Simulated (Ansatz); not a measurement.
**H6PbCBr3N (Pm): the r2SCAN gap against the k mesh of the density**

How far can the k mesh of the density be lowered for the gap of H6PbCBr3N (Pm)?

Method: DFT, r2SCAN, plane waves, PAW, in Ansatz 0.2.0.

## 1. The structure

The structure is monoclinic, space group Pm (No. 6). The conventional cell has a = 6.039 Å, b = 6.060 Å, c = 6.128 Å, α = 90.00°, β = 90.07°, γ = 90.00°. Nearest to H lie 1 N at 1.04 Å. Nearest to H lie 1 C at 1.09 Å. H has 1 C at 1.10 Å nearest. Nearest to Pb lie 6 Br at 2.98 to 3.11 Å. Nearest to C lie 3 H at 1.09 to 1.10 Å and 1 N at 1.49 Å. Farther neighbours and most contacts between anions are not listed.

The cell and positions are those that the Materials Project relaxed with its own functionals (PBE, PBE+U or r2SCAN), kept fixed. At the settings of the band run the largest force is still 0.44 eV/Å. Spin-orbit coupling is left out unless a step names it. The default PAW set here is soft_2. Its files were made with PBE.

## 2. k mesh of the density: 2×2×2

The input, input.yaml:

```yaml
crystal:
  lattice:
    - [6.038531, 0.0, 0.0]
    - [0.0, 6.05968, 0.0]
    - [-0.007679, 0.0, 6.128174]
  atoms:
    - { symbol: H, position: [0.218258, 0.862101, 0.96819] }
    - { symbol: H, position: [0.177786, 0.0, 0.198636] }
    - { symbol: H, position: [0.825095, 0.851944, 0.061619] }
    - { symbol: H, position: [0.869341, 0.0, 0.811715] }
    - { symbol: H, position: [0.825095, 0.148056, 0.061619] }
    - { symbol: H, position: [0.218258, 0.137899, 0.96819] }
    - { symbol: Pb, position: [0.475266, 0.5, 0.477994] }
    - { symbol: C, position: [0.897311, 0.0, 0.98852] }
    - { symbol: Br, position: [0.430028, 0.5, 0.972748] }
    - { symbol: Br, position: [0.434852, 0.0, 0.512708] }
    - { symbol: Br, position: [0.966538, 0.5, 0.440736] }
    - { symbol: "N", position: [0.140606, 0.0, 0.032465] }
kpoints:
  mp_grid: { grid: [2, 2, 2] }
  band_path:
    path:
      - [0.0, 0.0, 0.0]
      - [0.0, 0.5, 0.0]
      - [0.0, 0.5, 0.5]
      - [0.0, 0.0, 0.5]
      - [-0.5, 0.0, 0.5]
      - [-0.5, 0.5, 0.5]
      - [-0.5, 0.5, 0.0]
      - [-0.5, 0.0, 0.0]
      - [-0.5, 0.45, 0.5]
    npoints: 1
hamiltonian:
  xc: r2scan
scf:
  occupations: { method: fixed }
  n_extra_bands: 8
output:
  eigenvalues: true
  forces: true
  stress: true
  write_density: true
  write_potential: true
  elf: true
  volumetric_format: npy
```

On the command line:

```
> ansatz run input.yaml --threads 3 --pin off --max-ram 92160MiB --backend cuda --events-out ev --progress --plain --runs-dir out --devices 1 --max-vram 13GiB
```

Numbers of over 12 decimals in the logs are rounded to 6 here.

Output:

```text
scf.n_extra_bands = 8 over 25 filled bands (N_el = 50.0): the run solves 33 bands
GPUs: using 1 of 1 available (devices: 1).
Engine: ansatz 0.2.0, x86_64-unknown-linux-gnu
Pseudopotentials: kind: paw
Pseudopotential: H, paw, valence charge 1, recommended cutoff 500 eV (meta_gga), H.paw.azcp
Pseudopotential: Pb, paw, valence charge 14, recommended cutoff 500 eV (meta_gga), Pb.paw.azcp
Pseudopotential: C, paw, valence charge 4, recommended cutoff 500 eV (meta_gga), C.paw.azcp
Pseudopotential: Br, paw, valence charge 7, recommended cutoff 500 eV (meta_gga), Br.paw.azcp
Pseudopotential: N, paw, valence charge 5, recommended cutoff 500 eV (meta_gga), N.paw.azcp
Functional definition: r2SCAN
  parameter k0 = 0.174
  parameter k1 = 0.065
  parameter a1 = 4.9479
  exchange = r2scan_x(k0 = k0, k1 = k1, a1 = a1)
  correlation = r2scan_c
device memory: the entry about to start is reckoned to put 4.0 GiB on a device that reports 56.6 GiB free (of which the cap on the GPU budget leaves the run 13.0 GiB)
GPU FFT provider: cuFFT
GPU libraries: cuBLAS 13.8.2, cuFFT 12.4.0, cuSOLVER 12.3.4
Crystal: 12 atoms, lattice volume = 224.239 Å³
Basis set: ecut = 500 eV, 5671 PW (Γ), exchange–correlation on 180×180×180 points (64 copies of the dense FFT grid, shifted against one another)
Bands: 33, of which v1, the nominal top of the filled ones, is band 25 counted from 1 (24 counted from 0)
Symmetry: 2 space group operations
Space group: Pm (ITA 6), of the structure as read, at distance tolerance 6.1e-5 Å
k-points: 8
Non-local potential: H, projectors of the file, l = 0: 2, l = 1: 1
Non-local potential: Pb, projectors of the file, l = 0: 2, l = 1: 2, l = 2: 2, l = 3: 2
Non-local potential: C, projectors of the file, l = 0: 2, l = 1: 2, l = 2: 1
Non-local potential: Br, projectors of the file, l = 0: 2, l = 1: 2, l = 2: 2
Non-local potential: N, projectors of the file, l = 0: 2, l = 1: 2, l = 2: 1
PAW form: soft (Blöchl's): semilocal exchange-correlation on the pseudo side does not see the compensation charge
PAW frozen core: Pb, regenerated for the run's functional (the file was generated under x = pbe(κ = 0.804, μ = 0.219515), c = pbe(β = 0.066725))
PAW frozen core: C, regenerated for the run's functional (the file was generated under x = pbe(κ = 0.804, μ = 0.219515), c = pbe(β = 0.066725))
PAW frozen core: Br, regenerated for the run's functional (the file was generated under x = pbe(κ = 0.804, μ = 0.219515), c = pbe(β = 0.066725))
PAW frozen core: N, regenerated for the run's functional (the file was generated under x = pbe(κ = 0.804, μ = 0.219515), c = pbe(β = 0.066725))
PAW one-centre angular grid: H, 302 points (default); XC on 160 Gauss nodes
PAW one-centre angular grid: Pb, 590 points (default); XC on 160 Gauss nodes
PAW one-centre angular grid: C, 302 points (default); XC on 239 of its mesh's 2573 points in the sphere
PAW one-centre angular grid: Br, 302 points (default); XC on 160 Gauss nodes
PAW one-centre angular grid: N, 302 points (default); XC on 160 Gauss nodes
Initial density: superposition of atomic densities (neutral atoms: chi_scale 0, normalization atom), corrected by the library's trained network
Initial wavefunctions: pseudopotential atomic-orbital guess
GPU buffer pool allocated for 91125 grid points (all kernels)
GPU transforms: local potential and band sums: pruned to the plane-wave sphere, on 45×45×45
Functional: x = r2scan, c = r2scan; τ floored in thin density (d = 2e-4 eV/Å³)
SCF iter   1: F=—  HF=-21038.150638 eV  |F-HF|=—  |Δ(HF+E_count)|=         —  Δρ=5.46e-3  dr2=1.02e-1  dr2_τ=4.49e-1  ethr=1.77e-3  ⟨swp⟩=5.1  Hψ=1103  notcnv=0  defer=38
preconditioner: auto → Resta (q_TF=auto, 2.125 Å⁻¹)  ε∞=2.5  [insulator: Δε(μ)=2.513 eV  Ē_g=14.144 eV  n_scr=32 (ndim 8)  ℏωp=17.2 eV  f_vac=0.110  ε∞_Penn≈2.5]
SCF iter   2: F=—  HF=-21037.955174 eV  |F-HF|=—  |Δ(HF+E_count)|=   1.95e-1  Δρ=2.71e-3  dr2=2.16e-2  dr2_τ=7.50e-4  ethr=2.03e-4  ⟨swp⟩=2.8  Hψ=510  notcnv=0  defer=45
SCF iter   3: F=—  HF=-21037.951649 eV  |F-HF|=—  |Δ(HF+E_count)|=   3.53e-3  Δρ=6.05e-4  dr2=1.08e-3  dr2_τ=8.51e-5  ethr=4.32e-5  ⟨swp⟩=3.2  Hψ=396  notcnv=0  defer=48
SCF iter   4: F=—  HF=-21037.951738 eV  |F-HF|=—  |Δ(HF+E_count)|=   8.91e-5  Δρ=2.44e-4  dr2=1.50e-4  dr2_τ=2.90e-5  ethr=2.16e-6  ⟨swp⟩=2.1  Hψ=457  notcnv=0  defer=48
SCF iter   5: F=—  HF=-21037.951727 eV  |F-HF|=—  |Δ(HF+E_count)|=   1.10e-5  Δρ=5.49e-5  dr2=9.15e-6  dr2_τ=4.25e-7  ethr=3.01e-7  ⟨swp⟩=2.4  Hψ=418  notcnv=0  defer=48
SCF iter   6: F=—  HF=-21037.951761 eV  |F-HF|=—  |Δ(HF+E_count)|=   3.43e-5  Δρ=3.12e-5  dr2=1.95e-6  dr2_τ=2.64e-7  ethr=1.83e-8  ⟨swp⟩=2.0  Hψ=453  notcnv=0  defer=41
SCF iter   7: F=—  HF=-21037.951761 eV  |F-HF|=—  |Δ(HF+E_count)|=   1.67e-7  Δρ=6.80e-6  dr2=1.52e-7  dr2_τ=1.24e-8  ethr=3.89e-9  ⟨swp⟩=2.0  Hψ=400  notcnv=0  defer=41
SCF iter   8: F=-21037.951761 eV  HF=-21037.951761 eV  |F-HF|=1.13e-8  |Δ(HF+E_count)|=   1.32e-7  Δρ=1.43e-6  dr2=6.62e-9  dr2_τ=2.38e-10  ethr=2.00e-10  ⟨swp⟩=21.2  Hψ=2736  notcnv=0
SCF 1 converged in 8 iterations: F = -21037.951761 eV  dr2 = 6.62e-9
[...]
device memory: the entry about to start is reckoned to put 2.3 GiB on a device that reports 60.1 GiB free (of which the cap on the GPU budget leaves the run 13.0 GiB)
NSCF: frozen V_eff on 9 k-points
SCF converged after 8 iterations
Free energy (F): -21037.951761 eV
Harris-Foulkes:  -21037.951761 eV  (|F-HF|=1.13e-8)
Internal energy: -21037.951761 eV  (E = F + TS)
E sigma→0 (E₀):  -21037.951761 eV
Fermi energy:    1.317333 eV
--- Per-component energies (eV) ---
  E_band       = -374.120795
  E_kinetic    = 991.790633
  E_local      = -3158.844214  (includes V_loc(G=0)·N_el)
  E_nonlocal   = 642.442956
  E_hartree    = 1111.687849
  E_xc         = -1121.065277
  E_vxc        = -715.099660  (∫ρ·V_xc dr)
  E_paw        = -17473.681216  (= ΣΔE_a)
  E_vpaw       = -399.414241  (= ΣTr[D̂ρ^β])
  E_aug_tail   = -0.002800  (compensation charges beyond the density's cutoff)
  E_vtau       = 41.630209  (kinetic-family band-sum trace: ∫τ·v_τ [+ j·A + Jᵃ·Aᵃ] dr)
  E_ewald      = -2030.716275
  E_core_change = 0.436583  (= ΣΔE_core)
  E_smearing   = -0.000000  (= −TS)
  E_closure    = -0.000000  (closes the sum)
  Σ components = -21037.951761   (vs F -21037.951761, Δ=0.00e0)
--- Forces (eV/Å), atoms counted from 1 ---
  atom   1  H     -0.18748707     0.20531659     0.10163321
  atom   2  H     -0.16676784     0.00000000    -0.41205500
  atom   3  H      0.14903970     0.18752815    -0.09806252
  atom   4  H      0.12557577     0.00000000     0.31681712
  atom   5  H      0.14903970    -0.18752815    -0.09806252
  atom   6  H     -0.18748707    -0.20531659     0.10163321
  atom   7  Pb     0.23151676    -0.00000000     0.09768361
  atom   8  C     -0.14883883     0.00000000    -0.09776696
  atom   9  Br    -0.13357222    -0.00000000    -0.02429851
  atom  10  Br    -0.14635124    -0.00000000     0.06554113
  atom  11  Br     0.00748007     0.00000000    -0.13555208
  atom  12  N      0.30782365     0.00000000     0.18248596
  max |Σ_I F_I| component: 2.86e-5 eV/Å
--- Stress (GPa, compression-positive) ---
       -0.247152       0.000000       0.002497
        0.000000      -0.610243      -0.000000
        0.002501      -0.000000      -0.713466
  P = ⅓ Tr σ = -0.5236 GPa (-5.236 kbar)
--- Band table (eV; the first three rows and the last of 8) ---
  k-point 0: bands = [... 21 lower, -0.2226, -0.1160, 0.1933, 0.2134, 5.8321, 6.9206, 7.0236, 7.5237, ... 4 higher]
  k-point 1: bands = [... 21 lower, -0.1103, -0.0638, 0.1830, 0.2599, 4.4703, 6.8545, 7.0180, 7.2330, ... 4 higher]
  k-point 2: bands = [... 21 lower, -0.0996, -0.0113, 0.1777, 0.2646, 4.5566, 6.6283, 7.1906, 7.2545, ... 4 higher]
  k-point 7: bands = [... 21 lower, -0.0217, 0.4163, 0.4179, 1.3173, 3.7369, 3.7567, 3.9744, 7.0654, ... 4 higher]
```

The job ended after 15 s (1 × NVIDIA H100 80GB HBM3 (shared by 6 runs) with 3 threads of AMD EPYC 7R13 (Zen 3), shared host; peak memory 1.2 GiB; 7 s of CPU time).

This step gave:

| Item | Value |
| --- | --- |
| pressure | -0.5236 GPa |
| gap | 2.413 eV |
| valence top at | E |
| conduction bottom at | k = (-0.500, 0.450, 0.500) |
| least direct gap | 2.420 eV |

The gap is indirect, with the least direct gap 0.006 eV higher.

## 3. k mesh of the density: 4×4×4 (the default)

input.yaml, as its differences from that of step 2:

```diff
@@ -19,3 +19,3 @@
 kpoints:
-  mp_grid: { grid: [2, 2, 2] }
+  mp_grid: { grid: [4, 4, 4] }
   band_path:
@@ -26,8 +26,10 @@
       - [0.0, 0.0, 0.5]
+      - [0.0, 0.0, 0.0]
       - [-0.5, 0.0, 0.5]
       - [-0.5, 0.5, 0.5]
+      - [0.0, 0.5, 0.0]
       - [-0.5, 0.5, 0.0]
       - [-0.5, 0.0, 0.0]
-      - [-0.5, 0.45, 0.5]
-    npoints: 1
+      - [0.0, 0.0, 0.0]
+    npoints: 10
 hamiltonian:
@@ -35,3 +37,3 @@
 scf:
-  occupations: { method: fixed }
+  occupations: { method: fermi_dirac, width: 0.02 }
   n_extra_bands: 8
```

Output:

```text
[...]
GPUs: using 1 of 1 available (devices: 1).
[...]
GPU FFT provider: cuFFT
GPU libraries: cuBLAS 13.8.2, cuFFT 12.4.0, cuSOLVER 12.3.4
Crystal: 12 atoms, lattice volume = 224.239 Å³
Basis set: ecut = 500 eV, 5671 PW (Γ), exchange–correlation on 180×180×180 points (64 copies of the dense FFT grid, shifted against one another)
[...]
k-point 0: bands = [... 21 lower, -0.2631, -0.1562, 0.1412, 0.1621, 5.8154, 6.9494, 7.0518, 7.5115, ... 4 higher]
  k-point 1: bands = [... 21 lower, -0.2960, -0.1306, 0.1365, 0.1542, 5.7443, 6.2714, 6.9531, 7.4616, ... 4 higher]
  k-point 2: bands = [... 21 lower, -0.1513, -0.1041, 0.1310, 0.2352, 4.5083, 6.8841, 7.0155, 7.2103, ... 4 higher]
  k-point 29: bands = [... 21 lower, -0.0635, 0.3655, 0.3668, 1.3199, 3.7785, 3.7974, 4.0092, 7.0501, ... 4 higher]
[key lines of the parts left out:]
SCF converged after 8 iterations
Free energy (F): -21038.356547 eV
Fermi energy:    2.545923 eV
P = ⅓ Tr σ = -1.2368 GPa (-12.368 kbar)
```

Run time: 21 s. Hardware: 1 × NVIDIA H100 80GB HBM3 (shared by 6 runs) with 3 threads; peak memory 1.3 GiB; 10 s of CPU time.

This step gave:

```yaml
pressure: -1.237 GPa
gap: 2.452 eV
valence_top_at: E
conduction_bottom_at: k = (-0.500, 0.450, 0.500)
least_direct_gap: 2.459 eV
```

The gap is 2.452 eV, +0.039 eV from the run before at this level.

## 4. k mesh of the density: 6×6×6

input.yaml, as its differences from that of step 3:

```diff
@@ -19,3 +19,3 @@
 kpoints:
-  mp_grid: { grid: [4, 4, 4] }
+  mp_grid: { grid: [6, 6, 6] }
   band_path:
@@ -26,10 +26,8 @@
       - [0.0, 0.0, 0.5]
-      - [0.0, 0.0, 0.0]
       - [-0.5, 0.0, 0.5]
       - [-0.5, 0.5, 0.5]
-      - [0.0, 0.5, 0.0]
       - [-0.5, 0.5, 0.0]
       - [-0.5, 0.0, 0.0]
-      - [0.0, 0.0, 0.0]
-    npoints: 10
+      - [-0.5, 0.45, 0.5]
+    npoints: 1
 hamiltonian:
@@ -37,3 +35,3 @@
 scf:
-  occupations: { method: fermi_dirac, width: 0.02 }
+  occupations: { method: fixed }
   n_extra_bands: 8
```

Output:

```text
[...]
GPUs: using 1 of 1 available (devices: 1).
[...]
GPU FFT provider: cuFFT
GPU libraries: cuBLAS 13.8.2, cuFFT 12.4.0, cuSOLVER 12.3.4
Crystal: 12 atoms, lattice volume = 224.239 Å³
Basis set: ecut = 500 eV, 5671 PW (Γ), exchange–correlation on 180×180×180 points (64 copies of the dense FFT grid, shifted against one another)
[...]
k-point 0: bands = [... 21 lower, -0.2653, -0.1587, 0.1371, 0.1581, 5.8144, 6.9514, 7.0537, 7.5107, ... 4 higher]
  k-point 1: bands = [... 21 lower, -0.2978, -0.1481, 0.1349, 0.1529, 5.9717, 6.4118, 6.9986, 7.5538, ... 4 higher]
  k-point 2: bands = [... 21 lower, -0.2638, -0.1173, 0.1298, 0.1618, 5.1619, 6.5220, 6.9183, 7.3765, ... 4 higher]
  k-point 79: bands = [... 21 lower, -0.0658, 0.3618, 0.3632, 1.3200, 3.7813, 3.8001, 4.0110, 7.0492, ... 4 higher]
[key lines of the parts left out:]
SCF converged after 7 iterations
Free energy (F): -21038.369422 eV
Fermi energy:    1.320045 eV
P = ⅓ Tr σ = -1.2759 GPa (-12.759 kbar)
```

Run time: 26 s. Hardware: 1 × NVIDIA H100 80GB HBM3 (shared by 6 runs) with 3 threads; peak memory 1.5 GiB.

Numbers from this step:

* pressure: -1.276 GPa
* gap: 2.455 eV
* valence top at: E
* conduction bottom at: k = (-0.500, 0.450, 0.500)
* least direct gap: 2.461 eV

The gap is 2.455 eV, +0.003 eV from the run before at this level.

## 5. The series

Differences are against the last row; a negative gap means that bands overlap, and a run with a band path holds that path's time. Times are wall times on 1 × NVIDIA H100 80GB HBM3 (shared by 6 runs) with 3 threads of AMD EPYC 7R13 (Zen 3), shared host, good to a factor of about two.

| k mesh of the density | gap (eV) | direct gap (eV) | gap error (eV) | energy error (meV/atom) | irreducible k | time |
| --- | --- | --- | --- | --- | --- | --- |
| 2×2×2 | 2.413 | 2.420 | −0.042 | +34.8 | 8 | 15 s |
| 4×4×4 | 2.452 | 2.459 | −0.003 | +1.1 | 30 | 21 s |
| 6×6×6 | 2.455 | 2.461 | +0.000 | +0.0 | 80 | 26 s |

## 6. Summary of results

* 2×2×2: 2.413 eV
* 4×4×4: 2.452 eV
* 6×6×6: 2.455 eV

In words: The gap holds to 0.02 eV from 4×4×4 on. At 2×2×2 the gap is off by −0.042 eV and the energy by +35 meV/atom. The gap is read over the mesh and added points near the edges, so meshes differ mainly through the density and, for a hybrid, the exchange operator.

[Paths, hosts, dates, memory and timing lines, banners, echoed tables and standing remarks are left out of the program output.]

[Logs are printed without paths, hosts, clocks, repeated set-up lines and the standing remarks that a program may print on its own settings, such as how far it seeks lower states.]

[Runs of the session that timed out or met a known fault of the program may be left out.]

[Cells called generated may have been cut or substituted from an entry of the Crystallography Open Database or the Materials Project.]

[Hosts, paths, dates, database ids (printed as entryN), source tags and the programs' standing remarks are cut or masked in the printed files.]
